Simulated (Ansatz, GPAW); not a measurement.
## How CoBiS3 (model structure) absorbs and reflects light

Aim: the dielectric function of CoBiS3 (model structure), and the optical constants that follow from it. The cell was made here by substitution or stacking, whether or not such a phase is known. It was built so: All O replaced by S in the P4mm structure of CoBiO3. The cell is first relaxed with Ansatz.

Calculated with GPAW 26.7.0; DFT, RPBE, plane-wave PAW (GPAW data sets), scalar-relativistic, RPA, optical limit.

Most raw output is cut from this account.

In doubt: warnings of the run leave room for a lower electronic state (step 2), so energies may not be the lowest and differences between runs may mislead.

## Step 1: Starting point

The structure is tetragonal, space group P4mm (No. 99). Conventional cell: a = 4.555 Å, b = 4.555 Å, c = 4.918 Å, α = 90.00°, β = 90.00°, γ = 90.00°. Bi has 8 S at 2.87 to 3.27 Å nearest. Co has 6 S at 2.26 to 2.65 Å nearest. S has 2 Co at 2.31 Å and 2 Bi at 2.87 Å nearest. S has 2 Co at 2.26 to 2.65 Å and 4 Bi at 3.27 Å nearest. All O replaced by S in the P4mm structure of CoBiO3. Farther neighbours and most contacts between anions are not listed.

## Step 2: Relaxation

Spectra hang on bond lengths, so the cell is first brought to its minimum.

This step: DFT, RPBE, plane-wave PAW, default files, scalar-relativistic, relaxation (Ansatz 0.2.0).

input.yaml

```yaml
crystal:
  lattice:
    - [4.55534215, 0.0, 0.0]
    - [0.0, 4.55534215, 0.0]
    - [0.0, 0.0, 4.91785269]
  atoms:
    - { symbol: Bi, position: [0.0, 0.0, 0.05095533] }
    - { symbol: Co, position: [0.5, 0.5, 0.62280656], spin: 2.0 }
    - { symbol: S, position: [0.0, 0.5, 0.69608487] }
    - { symbol: S, position: [0.5, 0.5, 0.16257231] }
    - { symbol: S, position: [0.5, 0.0, 0.69608487] }
magnetization:
  spin_polarized: true
kpoints:
  mp_grid: { grid: [5, 5, 5] }
scf:
  occupations: { method: fermi_dirac, width: 0.05 }
hamiltonian:
  xc: rpbe
output:
  forces: true
  stress: true
relax:
  f_tol: 0.02
  max_steps: 50
  cell: {}
```

Launch:

```bash
> ansatz run input.yaml --threads 1 --pin off --max-ram 4096MiB --backend cpu --events-out ev --progress --plain --runs-dir out
```

The job ended after 4.5 min (1 thread of Arm Neoverse V1, shared host; peak memory 0.42 GiB).

The steps of the relaxation:

```
step  energy less that of the first step (eV)  largest force component (eV/Å)  pressure (GPa)  volume (Å³)
   1                                   0.0000                          1.0737           -1.65       102.05
   2                                  -0.1192                          0.8193            2.57       101.56
   3                                  -0.2437                          0.4967           -0.07       104.58
   4                                  -0.2929                          1.4213            1.11       106.27
   5                                  -0.4015                          0.1896           -0.52       108.28
   6                                  -0.4035                          0.1196            0.24       105.45
   7                                  -0.4083                          0.0267            0.07       106.43
   8                                  -0.4084                          0.0107           -0.01       106.46
  9*                                  -0.4228                          0.0071            0.26       106.46
  10                                  -0.4255                          0.0451            0.13       107.22
  11                                  -0.4258                          0.0105            0.00       107.42
 12*                                  -0.4260                          0.0105           -0.01       107.42
```

Relaxation steps marked * repeat the geometry before them on a plane-wave basis chosen anew for their cell, so energy and pressure can jump there.

The run keeps the 8 symmetry operations that it works with, so distortions that break them were not tested.

```
     cell as run  before  after   change
           a (Å)   4.555  4.356   -4.4 %
           b (Å)   4.555  4.356   -4.4 %
           c (Å)   4.918  5.662  +15.1 %
volume (Å³/atom)   20.41  21.48   +5.3 %
```

The atoms that moved most (Å, as changes of fractional coordinates times the final cell):

```
atom     dx     dy      dz  length
  S4  0.000  0.000   0.253   0.253
 Bi1  0.000  0.000  -0.213   0.213
 Co2  0.000  0.000  -0.174   0.174
  S3  0.000  0.000   0.068   0.068
  S5  0.000  0.000   0.068   0.068
```

Final coordinates:

```xyz
5
Lattice="4.3556 0.0000 0.0000 0.0000 4.3556 0.0000 0.0000 0.0000 5.6621" Properties=species:S:1:pos:R:3 pbc="T T T"
Bi    0.0000    0.0000    0.0751
Co    2.1778    2.1778    3.3522
S     0.0000    2.1778    4.0089
S     2.1778    2.1778    1.1731
S     2.1778    0.0000    4.0089
```

The relaxation ends with a largest force component of 0.010 eV/Å and a pressure of -0.01 GPa. No moment survives the cycle: this start ends non-magnetic.

## Step 3: Ground state

First the ground state: is it a metal or has it a gap?

This step: DFT, RPBE, plane-wave PAW (GPAW data sets), scalar-relativistic, ground state (GPAW 26.7.0).

gs.py

```python
from ase import Atoms
from ase.dft.bandgap import bandgap
from gpaw import GPAW, PW, FermiDirac

atoms = Atoms(['Bi', 'Co', 'S', 'S', 'S'],
              cell=[[4.355612919600, 0.000000000000, 0.000000000000],
                    [0.000000000000, 4.355612919600, 0.000000000000],
                    [0.000000000000, 0.000000000000, 5.662140253900]],
              scaled_positions=[[0.000000000000, 0.000000000000, 0.013255015200],
                                [0.500000000000, 0.500000000000, 0.592030654900],
                                [0.000000000000, 0.500000000000, 0.708021774100],
                                [0.500000000000, 0.500000000000, 0.207174721800],
                                [0.500000000000, 1.000000000000, 0.708021774100]],
              pbc=[True, True, True])
atoms.set_initial_magnetic_moments([0.0, 2.0, 0.0, 0.0, 0.0])
atoms.calc = GPAW(mode=PW(400), xc='RPBE', kpts={'size': (5, 5, 4), 'gamma': True},
                  occupations=FermiDirac(0.05), maxiter=150, txt='gs.txt')
print('energy (eV)', atoms.get_potential_energy())
print('Fermi level (eV)', atoms.calc.get_fermi_level())
print('valence electrons', atoms.calc.get_number_of_electrons())
print('gap (eV)', bandgap(atoms.calc, output=None)[0])
print('direct gap (eV)', bandgap(atoms.calc, direct=True, output=None)[0])
print('moments', atoms.get_magnetic_moments().round(3).tolist())
atoms.calc.write('gs.gpw')
```

Launch:

```bash
> OMP_NUM_THREADS=1 python gs.py
```

It took 2 min on 1 thread; peak memory 0.2 GiB.

Read-outs, printed or worked out from the files:

```
energy       : -23.60 eV
Fermi energy : 5.989 eV
electrons    : 42
site moments : 0, 0.121, 0.006, 0.011, 0.006 μB
```

There are states at the Fermi level within the smearing, so the occupations stay smeared and the carriers get a Drude term.

## Step 4: Bands for the response

At the fixed density, many empty bands are solved on the mesh of the response, since the spectrum sums over them.

This step: DFT, RPBE, plane-wave PAW (GPAW data sets), scalar-relativistic, bands at fixed density (GPAW 26.7.0).

nscf.py

```python
from ase.dft.bandgap import bandgap
from gpaw import GPAW, FermiDirac

calc = GPAW('gs.gpw').fixed_density(kpts={'size': (8, 8, 6), 'gamma': True}, nbands=63, convergence={'bands': 57},
                                    occupations=FermiDirac(0.05), txt='nscf.txt')
print('gap (eV)', bandgap(calc, output=None)[0])
print('direct gap (eV)', bandgap(calc, direct=True, output=None)[0])
print('top band over the Fermi level (eV)', min(calc.get_eigenvalues(kpt=k)[56] for k in range(len(calc.get_ibz_k_points()))) - calc.get_fermi_level())
calc.write('full.gpw', mode='all')
```

Launch:

```bash
> OMP_NUM_THREADS=1 python nscf.py
```

Wall time 7.9 min (1 thread); peak memory 0.44 GiB.

## Step 5: Dielectric function, RPA

Local fields let the induced charge screen the field inside the cell, which as a rule lowers ε, most along directions where the density is uneven.

This step: DFT, RPBE, plane-wave PAW (GPAW data sets), scalar-relativistic, RPA, optical limit (GPAW 26.7.0).

df.py

```python
from gpaw.response.df import DielectricFunction

df = DielectricFunction('full.gpw', frequencies={'type': 'nonlinear', 'domega0': 0.03, 'omega2': 8},
                        ecut=50,
                        eta=0.15,
                        nbands=57,
                        rate=0.2,
                        txt='df.txt')
for direction in ['x', 'z']:
    df.get_dielectric_function(xc='RPA', direction=direction, filename=f'df_{direction}.csv')
```

Launch:

```bash
> OMP_NUM_THREADS=1 python df.py
```

It took 76 s on 1 thread; peak memory 0.46 GiB.

Sum at mesh points, not converged in k. Table of Im ε by photon energy; read off at these points:

```
photon energy (eV)  E ∥ x  E ∥ z
              1.00   19.4   18.8
              1.50   9.87   6.12
              2.00   11.0   5.47
              2.50   16.5   7.17
              2.59   16.7   7.10
              3.00   15.1   8.40
              3.30   13.7   11.0
              3.50   12.1   9.79
              4.00   8.99   7.15
              4.50   7.20   6.85
              5.00   5.65   3.51
              5.50   4.38   2.46
              6.00   2.93   2.52
              6.50   2.30   2.93
              7.00   2.51   3.40
              7.50   2.72   2.93
              8.00   3.08   3.25
              8.50   3.10   3.56
              9.00   3.11   4.29
              9.22   2.83   4.62
              9.50   2.99   3.59
             10.00   2.49   3.03
             10.50   2.34   2.71
             11.00   2.20   2.38
             11.50   1.98   1.99
             12.00   1.76   1.68
             12.50   1.68   1.74
             13.00   1.45   1.65
             13.50   1.25   1.71
             14.00   1.18   1.57
             14.50   1.09   1.23
             15.00  0.833   1.01
             15.50  0.646   1.01
             16.00  0.690  0.917
             16.50  0.651  0.687
             17.00  0.603  0.691
             17.50  0.554  0.691
             18.00  0.607  0.675
             18.50  0.555  0.614
             19.00  0.550  0.561
             19.50  0.475  0.503
```

Values under 1 per cm are given as 1; sum at mesh points, not converged in k. Table of absorption coefficient by photon energy:

```
photon energy (eV)  E ∥ x (1/cm)  E ∥ z (1/cm)
             1.010         4.0e5         3.2e5
             1.486         2.8e5         2.5e5
             1.985         3.2e5         2.0e5
             2.508         6.1e5         3.4e5
             3.018         8.2e5         4.5e5
             3.510         9.5e5         7.3e5
             3.980         1.0e6         7.8e5
             4.516         1.0e6         8.8e5
             4.981         1.1e6         8.6e5
             5.515         1.1e6         5.8e5
             6.021         1.0e6         5.5e5
             6.494         8.6e5         6.3e5
             6.985         8.0e5         7.5e5
             7.496         8.4e5         7.2e5
             8.026         9.7e5         8.4e5
             8.516         1.1e6         9.4e5
             9.023         1.2e6         1.2e6
             9.483         1.2e6         1.4e6
            10.026         1.2e6         1.3e6
            10.519         1.3e6         1.4e6
            11.029         1.4e6         1.4e6
            11.479         1.3e6         1.3e6
            12.023         1.3e6         1.2e6
            12.504         1.4e6         1.2e6
            13.000         1.4e6         1.2e6
            13.512         1.3e6         1.3e6
            14.040         1.3e6         1.4e6
            14.493         1.3e6         1.3e6
            14.960         1.3e6         1.2e6
            15.536         1.0e6         1.2e6
            16.031         1.0e6         1.2e6
            16.541         9.9e5         1.0e6
            16.959         9.3e5         9.9e5
            17.496         8.7e5         9.8e5
            18.049         9.1e5         9.8e5
            18.504         8.7e5         9.3e5
            18.969         9.1e5         9.0e5
            19.447         8.0e5         7.8e5
```

Sum at mesh points, not converged in k. The Im ε, E ∥ x by photon energy; read off at these points:

```
photon energy (eV)  without local fields  with local fields
               1.0                  19.5               19.4
               2.0                  11.5               11.0
               2.6                  17.6               16.6
               3.0                  16.0               15.1
               4.0                  9.41               8.99
               5.0                  5.89               5.65
               6.0                  3.17               2.93
               7.0                  3.09               2.51
               8.0                  3.82               3.08
               9.0                  3.94               3.11
              10.0                  3.16               2.49
              11.0                  2.60               2.20
              12.0                  2.28               1.76
              13.0                  1.61               1.45
              14.0                  1.17               1.18
              15.0                 0.866              0.833
              16.0                 0.677              0.690
              17.0                 0.539              0.603
              18.0                 0.410              0.607
              19.0                 0.298              0.550
```

Sum at mesh points, not converged in k. Loss function −Im 1/ε at q → 0 against energy loss; read off at these points:

```
energy loss (eV)   E ∥ x   E ∥ z
            1.00  0.0416  0.0530
            1.50  0.0895   0.159
            2.00  0.0544  0.0768
            2.50  0.0529  0.0922
            3.00  0.0659  0.0763
            3.50  0.0802  0.0999
            4.00   0.101   0.140
            4.50   0.128   0.145
            5.00   0.139   0.232
            5.50   0.172   0.401
            6.00   0.222   0.332
            6.50   0.376   0.273
            7.00   0.398   0.251
            7.50   0.364   0.268
            8.00   0.323   0.258
            8.50   0.322   0.238
            9.00   0.319   0.220
            9.50   0.330   0.272
           10.00   0.386   0.327
           10.50   0.411   0.350
           11.00   0.419   0.397
           11.50   0.477   0.473
           12.00   0.530   0.578
           12.50   0.536   0.572
           13.00   0.595   0.606
           13.50   0.684   0.581
           14.00   0.715   0.595
           14.50   0.815   0.744
           15.00   0.956   0.928
           15.50    1.38   0.971
           16.00    1.44    1.03
           16.50    1.53    1.43
           17.00    1.66    1.44
           17.50    1.77    1.43
           18.00    1.57    1.45
           18.50    1.70    1.55
           19.00    1.73    1.67
           19.21    1.91    1.79
           19.33    1.92    1.74
           19.50    1.85    1.61
```

Sum at mesh points, not converged in k. Reflectivity at normal incidence against photon energy; read off at these points:

```
photon energy (eV)  E ∥ x (%)  E ∥ z (%)
              1.00       64.3       54.1
              1.50       36.8       31.2
              2.00       38.1       26.8
              2.50       45.8       30.0
              3.00       48.0       33.0
              3.38       49.5       39.5
              3.50       49.2       39.1
              4.00       48.6       37.4
              4.50       44.1       37.4
              4.79       48.1       43.4
              4.84       48.3       43.3
              5.00       47.6       40.0
              5.50       45.7       19.2
              6.00       45.7       14.9
              6.50       32.5       16.2
              7.00       22.3       18.9
              7.50       20.5       16.1
              8.00       22.5       18.1
              8.50       23.5       19.5
              9.00       26.2       24.2
              9.35       24.9       31.0
              9.50       26.6       30.3
             10.00       27.4       26.8
             10.50       26.7       29.1
             11.00       28.8       28.0
             11.10       29.2       28.2
             11.50       26.5       26.8
             12.00       26.3       23.1
             12.50       28.1       20.9
             13.00       29.3       19.9
             13.50       28.9       20.7
             14.00       29.5       25.7
             14.13       30.3       26.4
             14.50       27.1       25.8
             15.00       31.3       24.0
             15.15       31.3       22.0
             15.50       27.6       20.5
             16.00       20.3       23.6
             16.50       20.3       21.0
             17.00       17.9       16.7
             17.50       15.8       15.1
             18.00       13.6       14.5
             18.50       13.9       13.5
             19.00       14.3       13.5
             19.50       12.7       10.3
```

Optical constants at common wavelengths, from n + ik = √ε:

```
wavelength (nm)   n x    k x  R (%) x   1/α x   n z    k z  R (%) z  1/α z
           1064  2.18  2.969     53.9   29 nm  2.28  2.839     51.5  30 nm
            800  2.73  1.788     36.2   36 nm  1.93  1.475     28.3  43 nm
            633  3.34  1.585     37.4   32 nm  2.66  0.974     25.8  52 nm
            532  3.55  2.118     43.6   20 nm  2.75  1.433     31.8  30 nm
            450  3.12  2.618     47.6   14 nm  2.70  1.330     30.2  27 nm
            365  2.37  2.720     49.5   11 nm  2.55  2.065     39.5  14 nm
            308  1.79  2.465     48.3  9.9 nm  1.84  1.900     37.0  13 nm
```

A polished face would reflect 36 % of daylight and look grey (CIE x = 0.299, y = 0.324 under D65).

## Step 6: What came out

In words: At this level (RPBE, RPA) CoBiS3 is a metal. The mesh is too coarse to trust the carriers' weight, the reflectivity or the colour to better than tens of per cent. The cell grew by 5.3 % in volume. A polished face would reflect 36 % of daylight and look grey (CIE x = 0.299, y = 0.324 under D65). The carriers' damping of 0.2 eV is typed, not computed; it shapes the response at the lowest energies. Spin-orbit coupling is left out although heavy atoms are present. The magnetic state comes from one start and need not be the lowest. In this version of GPAW the matrix elements of the optical limit are incomplete, which can lower ε − 1 by up to a tenth where first-row anions or d states rule, and shift it by more in d metals. GPAW's carrier term has the form −ωp²/(ω + i·rate)², which damps like twice the rate and fails at low energy, so the curves leave the lowest energies out. The sum runs over mesh points 0.18 Å⁻¹ apart with no interpolation, so peaks are partly noise of the mesh, and the Drude plasma energy, a sum over the Fermi surface, isn't converged. Besides steps told in other documents, this task had 1 step that the program refused or didn't finish; those not told in a step above aren't shown.

[Machine, clock and banner lines and Python warnings are left out of the logs.]

[Logs are printed without paths, hosts, clocks, repeated set-up lines and the standing remarks that a program may print on its own settings, such as how far it seeks lower states.]

[Hosts, paths, dates, database ids (printed as entryN), source tags and the programs' standing remarks are cut or masked in the printed files.]
